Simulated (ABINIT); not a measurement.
# Na2H6Pt (Fm-3m): a self-consistent loop beyond G0W0, cycle by cycle

Aim: iterate the self-energy on Na2H6Pt (Fm-3m) and follow the gap from cycle to cycle.

Main program and level: ABINIT 10.8.3; LDA and many-body steps on it, plane waves.

Report form: the programs' logs are mostly left out.

## (1) The starting structure

Symmetry: Fm-3m, No. 225, cubic system. The conventional cell has a = 7.259 Å, b = 7.259 Å, c = 7.259 Å, α = 90.00°, β = 90.00°, γ = 90.00°. Nearest to Na lie 12 H at 2.57 Å. Nearest to H lie 1 Pt at 1.64 Å and 4 H at 2.32 Å and 4 Na at 2.57 Å. Nearest to Pt lie 6 H at 1.64 Å. Farther neighbours are not listed.

The cell and positions are those that the Materials Project relaxed with its own functionals (PBE, PBE+U or r2SCAN), kept fixed. Spin-orbit coupling is left out unless a step names it.

## (2) Empty states on the mesh, 2×2×2 mesh, 66 bands

This step: ABINIT 10.8.3; DFT, LDA, plane waves, norm-conserving pseudopotentials.

The sums over transitions need many empty states on a uniform mesh; this step solves for them.

run.abi reads:

```
acell 3*1.0 Angstrom
rprim 
  0.000000000000 3.629315950000 3.629315950000
  3.629315950000 -0.000000000000 3.629315950000
  3.629315950000 3.629315950000 -0.000000000000
ntypat 3
znucl 11 1 78
natom 9
typat 1 1 2 2 2 2 2 2 3
xred 
  0.750000000000 0.750000000000 0.750000000000
  0.250000000000 0.250000000000 0.250000000000
  0.774464350000 0.774464350000 0.225535650000
  0.225535650000 0.774464350000 0.225535650000
  0.774464350000 0.225535650000 0.225535650000
  0.225535650000 0.225535650000 0.774464350000
  0.774464350000 0.225535650000 0.774464350000
  0.225535650000 0.774464350000 0.774464350000
  0.000000000000 0.000000000000 0.000000000000
pp_dirpath "pseudos"
pseudos "Na.upf, H.upf, Pt.upf"
ecut 38
ngkpt 2 2 2
nshiftk 1
shiftk 0 0 0
kptopt 1
chksymbreak 0
iscf -2
irdden 1
istwfk *1
nband 66
nbdbuf 6
tolwfr 1e-09
nstep 60
prtvol 0
indata_prefix "in"
outdata_prefix "out"
tmpdata_prefix "tmp"
```

Launch:

```console
OMP_NUM_THREADS=1 mpirun -n 4 abinit run.abi > log
```

Wall time 41 s (4 MPI ranks of AMD EPYC 7571, shared host); peak memory 0.36 GiB; 2.7 min of CPU time.

This step gave:

```yaml
gap: 3.341 eV
k_of_the_valence_top: 0.5, 0, 0
k_of_the_conduction_bottom: 0.5, 0.5, 0
least_direct_gap: 4.115 eV
k_points_computed: 3
lowest_point_of_the_top_converged_band_above_the_valence_top: 29.49 eV
```

On this mesh the gap is 3.341 eV.

The density comes from a self-consistent run that is not shown.

## (3) Screening, 2×2×2 mesh, 60 bands, screening to 87.1 eV

The RPA dielectric matrix is built and inverted for each q.

This step: RPA screening on LDA, plane waves, norm-conserving pseudopotentials.

run.abi, as its differences from that of step 2:

```diff
@@ -27,10 +27,11 @@
 chksymbreak 0
-iscf -2
-irdden 1
 istwfk *1
-nband 66
-nbdbuf 6
-tolwfr 1e-09
-nstep 60
-prtvol 0
+occopt 1
+irdwfk 1
+optdriver 3
+nband 60
+ecuteps 3.2
+inclvkb 2
+awtr 1
+symchi 1
 indata_prefix "in"
```

Elapsed: 21 s, on 4 MPI ranks; peak memory 1 GiB; 81 s of CPU time.

This step gave:

```yaml
eps_infinity_with_local_fields_on_this_mesh_along_the_program_s_q_direction: 4.100
the_same_without_local_fields: 5.068
plasma_frequency: 24.61 eV
plane_waves_in_the_screening_matrix: 169
```

Local fields lower ε∞ by 19 %. On a Γ-centred mesh this coarse the value itself is usually too large, while a short band sum pulls it down.

## (4) G0W0

The self-energy is evaluated for the states that the input lists, and the levels follow from it, in one-shot runs by the linearised quasiparticle equation.

This step: G0W0 on LDA, plane waves, norm-conserving pseudopotentials.

run.abi, as its differences from that of step 3:

```diff
@@ -30,8 +30,19 @@
 irdwfk 1
-optdriver 3
+optdriver 4
 nband 60
+gwcalctyp 0
+ecutsigx 38
+symsigma 1
+nkptgw 3
+kptgw 
+  0.5000000000 0.0000000000 0.0000000000
+  0.5000000000 0.5000000000 0.0000000000
+  0.0000000000 0.0000000000 0.0000000000
+bdgw 
+  20 23
+  20 23
+  19 24
 ecuteps 3.2
-inclvkb 2
-awtr 1
-symchi 1
+irdscr 1
+ppmodel 1
 indata_prefix "in"
```

Elapsed: 18 s, on 4 MPI ranks; peak memory 0.98 GiB.

This step gave:

- G0W0 gap on the points computed: 5.465 eV
- starting gap on the mesh: 3.341 eV
- k of the valence top: 0.5, 0, 0
- k of the conduction bottom: 0.5, 0.5, 0
- Z at the valence top: 0.817
- Z at the conduction bottom: 0.837
- least direct G0W0 gap on the computed points: 6.337 eV

The gap on the mesh goes from 3.34 eV to 5.46 eV, a correction of +2.12 eV.

## (5) QSGW, cycle 1

This step: QSGW on LDA, plane waves, norm-conserving pseudopotentials.

run.abi, as its differences from that of step 4:

```diff
@@ -32,14 +32,14 @@
 nband 60
-gwcalctyp 0
+gwcalctyp 28
 ecutsigx 38
-symsigma 1
+symsigma 0
 nkptgw 3
 kptgw 
+  0.0000000000 0.0000000000 0.0000000000
   0.5000000000 0.0000000000 0.0000000000
   0.5000000000 0.5000000000 0.0000000000
-  0.0000000000 0.0000000000 0.0000000000
 bdgw 
-  20 23
-  20 23
-  19 24
+  13 27
+  13 27
+  13 27
 ecuteps 3.2
@@ -47,2 +47,3 @@
 ppmodel 1
+rhoqpmix 0.3
 indata_prefix "in"
```

It took 44 s on 4 MPI ranks; peak memory 1.4 GiB; 2.9 min of CPU time.

This step gave:

```yaml
quasiparticle_gap_on_the_points_computed: 5.926 eV
gap_of_the_density_functional_on_the_mesh: 3.341 eV
k_of_the_valence_top: 0.5, 0, 0
k_of_the_conduction_bottom: 0.5, 0.5, 0
z_at_the_valence_top: 1
z_at_the_conduction_bottom: 1
least_direct_quasiparticle_gap_on_the_computed_points: 6.577 eV
```

Against G0W0 in ABINIT (2×2×2 mesh, 60 bands, screening to 87.1 eV, Godby-Needs plasmon pole), the gap moves by +0.461 eV.

## (6) Screening, 2×2×2 mesh, 60 bands, screening to 87.1 eV

This step: RPA screening on LDA, plane waves, norm-conserving pseudopotentials.

run.abi, as its differences from that of step 5:

```diff
@@ -30,20 +30,13 @@
 irdwfk 1
-optdriver 4
+optdriver 3
 nband 60
+ecuteps 3.2
+inclvkb 2
+awtr 1
+symchi 1
 gwcalctyp 28
-ecutsigx 38
-symsigma 0
-nkptgw 3
-kptgw 
-  0.0000000000 0.0000000000 0.0000000000
-  0.5000000000 0.0000000000 0.0000000000
-  0.5000000000 0.5000000000 0.0000000000
-bdgw 
-  13 27
-  13 27
-  13 27
-ecuteps 3.2
-irdscr 1
-ppmodel 1
-rhoqpmix 0.3
+mbpt_sciss 2.667 eV
+nqptdm 1
+qptdm 
+  0 0 0
 indata_prefix "in"
```

Wall time 14 s (4 MPI ranks); peak memory 1.2 GiB.

This step gave:

| Item | Value |
| --- | --- |
| ε∞ with local fields, on this mesh, along the program's q direction | 3.275 |
| the same without local fields | 3.859 |
| plasma frequency | 24.61 eV |
| plane waves in the screening matrix | 169 |

This screening uses the functional's bands under a rigid shift, the mean opening of the cycle before.

## (7) Screening, 2×2×2 mesh, 60 bands, screening to 87.1 eV

This step: RPA screening on LDA from quasiparticle energies and orbitals, plane waves, norm-conserving pseudopotentials.

run.abi, as its differences from that of step 6:

```diff
@@ -36,7 +36,8 @@
 symchi 1
+irdqps 1
 gwcalctyp 28
-mbpt_sciss 2.667 eV
-nqptdm 1
+nqptdm 2
 qptdm 
-  0 0 0
+  0.5000000000 0.0000000000 0.0000000000
+  0.5000000000 0.5000000000 0.0000000000
 indata_prefix "in"
```

mrgscr.stdin reads:

```
2
merged
q0_SCR
out_SCR
1
```

Launch:

```console
OMP_NUM_THREADS=1 mpirun -n 4 abinit run.abi > log; mrgscr < mrgscr.stdin
```

Run time: 12 s. Hardware: 4 MPI ranks; peak memory 0.7 GiB; 47 s of CPU time.

This step gave:

| Item | Value |
| --- | --- |
| plasma frequency | 24.61 eV |
| plane waves in the screening matrix | 169 |

This screening reads the quasiparticle levels of the cycle before.

## (8) QSGW, cycle 2

The corrected levels of the last cycle go back in.

This step: QSGW on LDA, plane waves, norm-conserving pseudopotentials.

run.abi, as its differences from that of step 7:

```diff
@@ -30,14 +30,21 @@
 irdwfk 1
-optdriver 3
+optdriver 4
 nband 60
-ecuteps 3.2
-inclvkb 2
-awtr 1
-symchi 1
-irdqps 1
 gwcalctyp 28
-nqptdm 2
-qptdm 
+ecutsigx 38
+symsigma 0
+nkptgw 3
+kptgw 
+  0.0000000000 0.0000000000 0.0000000000
   0.5000000000 0.0000000000 0.0000000000
   0.5000000000 0.5000000000 0.0000000000
+bdgw 
+  13 27
+  13 27
+  13 27
+ecuteps 3.2
+irdscr 1
+ppmodel 1
+irdqps 1
+rhoqpmix 0.3
 indata_prefix "in"
```

Launch:

```console
OMP_NUM_THREADS=1 mpirun -n 4 abinit run.abi > log
```

Run time: 48 s. Hardware: 4 MPI ranks; peak memory 1.4 GiB.

This step gave:

```yaml
quasiparticle_gap_on_the_points_computed: 6.162 eV
gap_of_the_density_functional_on_the_mesh: 3.341 eV
k_of_the_valence_top: 0.5, 0, 0
k_of_the_conduction_bottom: 0.5, 0.5, 0
least_direct_quasiparticle_gap_on_the_computed_points: 7.036 eV
```

Against the cycle before, the gap moves by +0.236 eV.

## (9) Screening, 2×2×2 mesh, 60 bands, screening to 87.1 eV

This step: RPA screening on LDA, plane waves, norm-conserving pseudopotentials.

run.abi, as its differences from that of step 8:

```diff
@@ -30,21 +30,13 @@
 irdwfk 1
-optdriver 4
+optdriver 3
 nband 60
+ecuteps 3.2
+inclvkb 2
+awtr 1
+symchi 1
 gwcalctyp 28
-ecutsigx 38
-symsigma 0
-nkptgw 3
-kptgw 
-  0.0000000000 0.0000000000 0.0000000000
-  0.5000000000 0.0000000000 0.0000000000
-  0.5000000000 0.5000000000 0.0000000000
-bdgw 
-  13 27
-  13 27
-  13 27
-ecuteps 3.2
-irdscr 1
-ppmodel 1
-irdqps 1
-rhoqpmix 0.3
+mbpt_sciss 2.978 eV
+nqptdm 1
+qptdm 
+  0 0 0
 indata_prefix "in"
```

Wall time 19 s (4 MPI ranks); peak memory 1.2 GiB.

Numbers from this step:

* ε∞ with local fields, on this mesh, along the program's q direction: 3.209
* the same without local fields: 3.766
* plasma frequency: 24.61 eV
* plane waves in the screening matrix: 169

This screening uses the functional's bands under a rigid shift, the mean opening of the cycle before.

## (10) Screening, 2×2×2 mesh, 60 bands, screening to 87.1 eV

This step: RPA screening on LDA from quasiparticle energies and orbitals, plane waves, norm-conserving pseudopotentials.

run.abi, as its differences from that of step 9:

```diff
@@ -36,7 +36,8 @@
 symchi 1
+irdqps 1
 gwcalctyp 28
-mbpt_sciss 2.978 eV
-nqptdm 1
+nqptdm 2
 qptdm 
-  0 0 0
+  0.5000000000 0.0000000000 0.0000000000
+  0.5000000000 0.5000000000 0.0000000000
 indata_prefix "in"
```

mrgscr.stdin is that of step 7.

Launch:

```console
OMP_NUM_THREADS=1 mpirun -n 4 abinit run.abi > log; mrgscr < mrgscr.stdin
```

Run time: 15 s. Hardware: 4 MPI ranks; peak memory 0.7 GiB.

This step gave:

| Quantity | Value |
| --- | --- |
| plasma frequency | 24.61 eV |
| plane waves in the screening matrix | 169 |

This screening reads the quasiparticle levels of the cycle before.

## (11) QSGW, cycle 3

This step: QSGW on LDA, plane waves, norm-conserving pseudopotentials.

run.abi, as its differences from that of step 10:

```diff
@@ -30,14 +30,21 @@
 irdwfk 1
-optdriver 3
+optdriver 4
 nband 60
-ecuteps 3.2
-inclvkb 2
-awtr 1
-symchi 1
-irdqps 1
 gwcalctyp 28
-nqptdm 2
-qptdm 
+ecutsigx 38
+symsigma 0
+nkptgw 3
+kptgw 
+  0.0000000000 0.0000000000 0.0000000000
   0.5000000000 0.0000000000 0.0000000000
   0.5000000000 0.5000000000 0.0000000000
+bdgw 
+  13 27
+  13 27
+  13 27
+ecuteps 3.2
+irdscr 1
+ppmodel 1
+irdqps 1
+rhoqpmix 0.3
 indata_prefix "in"
```

Launch:

```console
OMP_NUM_THREADS=1 mpirun -n 4 abinit run.abi > log
```

Wall time 50 s (4 MPI ranks); peak memory 1.4 GiB.

Numbers from this step:

* quasiparticle gap on the points computed: 6.177 eV
* gap of the density functional on the mesh: 3.341 eV
* k of the valence top: 0.5, 0, 0
* k of the conduction bottom: 0.5, 0.5, 0
* least direct quasiparticle gap on the computed points: 7.038 eV

Against the cycle before, the gap moves by +0.015 eV.

## (12) Screening, 2×2×2 mesh, 60 bands, screening to 87.1 eV

This step: RPA screening on LDA, plane waves, norm-conserving pseudopotentials.

run.abi, as its differences from that of step 11:

```diff
@@ -30,21 +30,13 @@
 irdwfk 1
-optdriver 4
+optdriver 3
 nband 60
+ecuteps 3.2
+inclvkb 2
+awtr 1
+symchi 1
 gwcalctyp 28
-ecutsigx 38
-symsigma 0
-nkptgw 3
-kptgw 
-  0.0000000000 0.0000000000 0.0000000000
-  0.5000000000 0.0000000000 0.0000000000
-  0.5000000000 0.5000000000 0.0000000000
-bdgw 
-  13 27
-  13 27
-  13 27
-ecuteps 3.2
-irdscr 1
-ppmodel 1
-irdqps 1
-rhoqpmix 0.3
+mbpt_sciss 3.007 eV
+nqptdm 1
+qptdm 
+  0 0 0
 indata_prefix "in"
```

The job ended after 16 s (4 MPI ranks; peak memory 1.2 GiB).

Numbers from this step:

- ε∞ with local fields, on this mesh, along the program's q direction: 3.203
- the same without local fields: 3.758
- plasma frequency: 24.61 eV
- plane waves in the screening matrix: 169

This screening uses the functional's bands under a rigid shift, the mean opening of the cycle before.

## (13) Screening, 2×2×2 mesh, 60 bands, screening to 87.1 eV

This step: RPA screening on LDA from quasiparticle energies and orbitals, plane waves, norm-conserving pseudopotentials.

run.abi, as its differences from that of step 12:

```diff
@@ -36,7 +36,8 @@
 symchi 1
+irdqps 1
 gwcalctyp 28
-mbpt_sciss 3.007 eV
-nqptdm 1
+nqptdm 2
 qptdm 
-  0 0 0
+  0.5000000000 0.0000000000 0.0000000000
+  0.5000000000 0.5000000000 0.0000000000
 indata_prefix "in"
```

mrgscr.stdin is that of step 10.

Launch:

```console
OMP_NUM_THREADS=1 mpirun -n 4 abinit run.abi > log; mrgscr < mrgscr.stdin
```

Run time: 14 s. Hardware: 4 MPI ranks; peak memory 0.7 GiB.

Numbers from this step:

```
plasma frequency                    : 24.61 eV
plane waves in the screening matrix : 169
```

This screening reads the quasiparticle levels of the cycle before.

## (14) QSGW, cycle 4

This step: QSGW on LDA, plane waves, norm-conserving pseudopotentials.

run.abi, as its differences from that of step 13:

```diff
@@ -30,14 +30,21 @@
 irdwfk 1
-optdriver 3
+optdriver 4
 nband 60
-ecuteps 3.2
-inclvkb 2
-awtr 1
-symchi 1
-irdqps 1
 gwcalctyp 28
-nqptdm 2
-qptdm 
+ecutsigx 38
+symsigma 0
+nkptgw 3
+kptgw 
+  0.0000000000 0.0000000000 0.0000000000
   0.5000000000 0.0000000000 0.0000000000
   0.5000000000 0.5000000000 0.0000000000
+bdgw 
+  13 27
+  13 27
+  13 27
+ecuteps 3.2
+irdscr 1
+ppmodel 1
+irdqps 1
+rhoqpmix 0.3
 indata_prefix "in"
```

Launch:

```console
OMP_NUM_THREADS=1 mpirun -n 4 abinit run.abi > log
```

The job ended after 54 s (4 MPI ranks; peak memory 1.4 GiB; 3.5 min of CPU time).

Numbers from this step:

```yaml
quasiparticle_gap_on_the_points_computed: 6.157 eV
gap_of_the_density_functional_on_the_mesh: 3.341 eV
k_of_the_valence_top: 0.5, 0, 0
k_of_the_conduction_bottom: 0.5, 0.5, 0
least_direct_quasiparticle_gap_on_the_computed_points: 7.014 eV
```

Against the cycle before, the gap moves by −0.020 eV.

## (15) Screening, 2×2×2 mesh, 60 bands, screening to 87.1 eV

This step: RPA screening on LDA, plane waves, norm-conserving pseudopotentials.

run.abi, as its differences from that of step 14:

```diff
@@ -30,21 +30,13 @@
 irdwfk 1
-optdriver 4
+optdriver 3
 nband 60
+ecuteps 3.2
+inclvkb 2
+awtr 1
+symchi 1
 gwcalctyp 28
-ecutsigx 38
-symsigma 0
-nkptgw 3
-kptgw 
-  0.0000000000 0.0000000000 0.0000000000
-  0.5000000000 0.0000000000 0.0000000000
-  0.5000000000 0.5000000000 0.0000000000
-bdgw 
-  13 27
-  13 27
-  13 27
-ecuteps 3.2
-irdscr 1
-ppmodel 1
-irdqps 1
-rhoqpmix 0.3
+mbpt_sciss 2.995 eV
+nqptdm 1
+qptdm 
+  0 0 0
 indata_prefix "in"
```

It took 16 s on 4 MPI ranks; peak memory 1.2 GiB.

This step gave:

| Quantity | Value |
| --- | --- |
| ε∞ with local fields, on this mesh, along the program's q direction | 3.205 |
| the same without local fields | 3.761 |
| plasma frequency | 24.61 eV |
| plane waves in the screening matrix | 169 |

This screening uses the functional's bands under a rigid shift, the mean opening of the cycle before.

## (16) Screening, 2×2×2 mesh, 60 bands, screening to 87.1 eV

This step: RPA screening on LDA from quasiparticle energies and orbitals, plane waves, norm-conserving pseudopotentials.

run.abi, as its differences from that of step 15:

```diff
@@ -36,7 +36,8 @@
 symchi 1
+irdqps 1
 gwcalctyp 28
-mbpt_sciss 2.995 eV
-nqptdm 1
+nqptdm 2
 qptdm 
-  0 0 0
+  0.5000000000 0.0000000000 0.0000000000
+  0.5000000000 0.5000000000 0.0000000000
 indata_prefix "in"
```

mrgscr.stdin is that of step 13.

Launch:

```console
OMP_NUM_THREADS=1 mpirun -n 4 abinit run.abi > log; mrgscr < mrgscr.stdin
```

Elapsed: 13 s, on 4 MPI ranks; peak memory 0.7 GiB; 52 s of CPU time.

Numbers from this step:

```
plasma frequency                    : 24.61 eV
plane waves in the screening matrix : 169
```

This screening reads the quasiparticle levels of the cycle before.

## (17) QSGW, cycle 5

This step: QSGW on LDA, plane waves, norm-conserving pseudopotentials.

run.abi, as its differences from that of step 16:

```diff
@@ -30,14 +30,21 @@
 irdwfk 1
-optdriver 3
+optdriver 4
 nband 60
-ecuteps 3.2
-inclvkb 2
-awtr 1
-symchi 1
-irdqps 1
 gwcalctyp 28
-nqptdm 2
-qptdm 
+ecutsigx 38
+symsigma 0
+nkptgw 3
+kptgw 
+  0.0000000000 0.0000000000 0.0000000000
   0.5000000000 0.0000000000 0.0000000000
   0.5000000000 0.5000000000 0.0000000000
+bdgw 
+  13 27
+  13 27
+  13 27
+ecuteps 3.2
+irdscr 1
+ppmodel 1
+irdqps 1
+rhoqpmix 0.3
 indata_prefix "in"
```

Launch:

```console
OMP_NUM_THREADS=1 mpirun -n 4 abinit run.abi > log
```

The job ended after 69 s (4 MPI ranks; peak memory 1.4 GiB; 4.6 min of CPU time).

Numbers from this step:

- quasiparticle gap on the points computed: 6.145 eV
- gap of the density functional on the mesh: 3.341 eV
- k of the valence top: 0.5, 0, 0
- k of the conduction bottom: 0.5, 0.5, 0
- least direct quasiparticle gap on the computed points: 7.004 eV

Against the cycle before, the gap moves by −0.012 eV.

## (18) The runs together

Times are wall times on 4 MPI ranks of AMD EPYC 7571, shared host, good to a factor of about two. A run's time includes the screening step that it read.

```tsv
run	mesh	bands	screening cutoff (eV)	DFT gap (eV)	gap on the mesh (eV)	direct (eV)	ε∞ used	time
G0W0	2×2×2	60	87.1	3.341	5.465	6.337	4.10	39 s
QSGW, cycle 1	2×2×2	60	87.1	3.341	5.926	6.577	4.10	64 s
QSGW, cycle 2	2×2×2	60	87.1	3.341	6.162	7.036	3.27	75 s
QSGW, cycle 3	2×2×2	60	87.1	3.341	6.177	7.038	3.21	85 s
QSGW, cycle 4	2×2×2	60	87.1	3.341	6.157	7.014	3.20	84 s
QSGW, cycle 5	2×2×2	60	87.1	3.341	6.145	7.004	3.21	99 s
```

## (19) What came out

* G0W0: 5.465 eV
* QSGW, cycle 1: 5.926 eV
* QSGW, cycle 2: 6.162 eV
* QSGW, cycle 3: 6.177 eV
* QSGW, cycle 4: 6.157 eV
* QSGW, cycle 5: 6.145 eV
* known limits: not at the basis limit; no spin polarisation; d states lean on the start; no spin-orbit coupling; coarse k mesh

Only the bands that the input lists are updated; the others, empty or deep, keep the functional's energies or take a rigid shift. QSGW ends at 6.15 eV, +0.68 eV from G0W0, after 5 cycles that took 6.4 min beside the first screening; the last moved the gap by 0.012 eV. Bands and cutoff are finite, so the gap is not at the basis limit. The miss can reach some tenths of an eV and take either sign; the mesh is an error of its own. A denser mesh or path gives a starting gap of 3.28 eV: the GW mesh misses a band edge, so its gaps are not the fundamental one. The 2×2×2 mesh is coarse for this cell, which bears on the long-range parts of exchange and screening. In the updated screening the q = 0 part is built from Kohn-Sham bands under a rigid shift, the other q from the quasiparticle levels. The runs have no spin polarisation. For a closed low-spin shell that is the natural state; where a d or f shell is open it is a constraint, and the gap is then not the crystal's own. With d states at the gap, one-shot GW leans hard on its start. The many-body steps are scalar-relativistic: spin-orbit coupling is not in them.

[Paths, hosts, dates, memory and timing lines, banners, echoed tables and standing remarks are left out of the program output.]

[Logs are printed without paths, hosts, clocks, repeated set-up lines and the standing remarks that a program may print on its own settings, such as how far it seeks lower states.]

[Runs of the session that timed out or met a known fault of the program may be left out.]

[Hosts, paths, dates, database ids (printed as entryN), source tags and the programs' standing remarks are cut or masked in the printed files.]

[G0W0 gaps are taken among the corrected bands and points alone; a level outside them can change the order at an edge.]

[Where Ansatz stands beside ABINIT at settings called matched, ABINIT's density can come from a denser mesh and the files from another edition; pairs whose starting gaps differed by over 0.03 eV were left out, so agreement reads better than it is.]
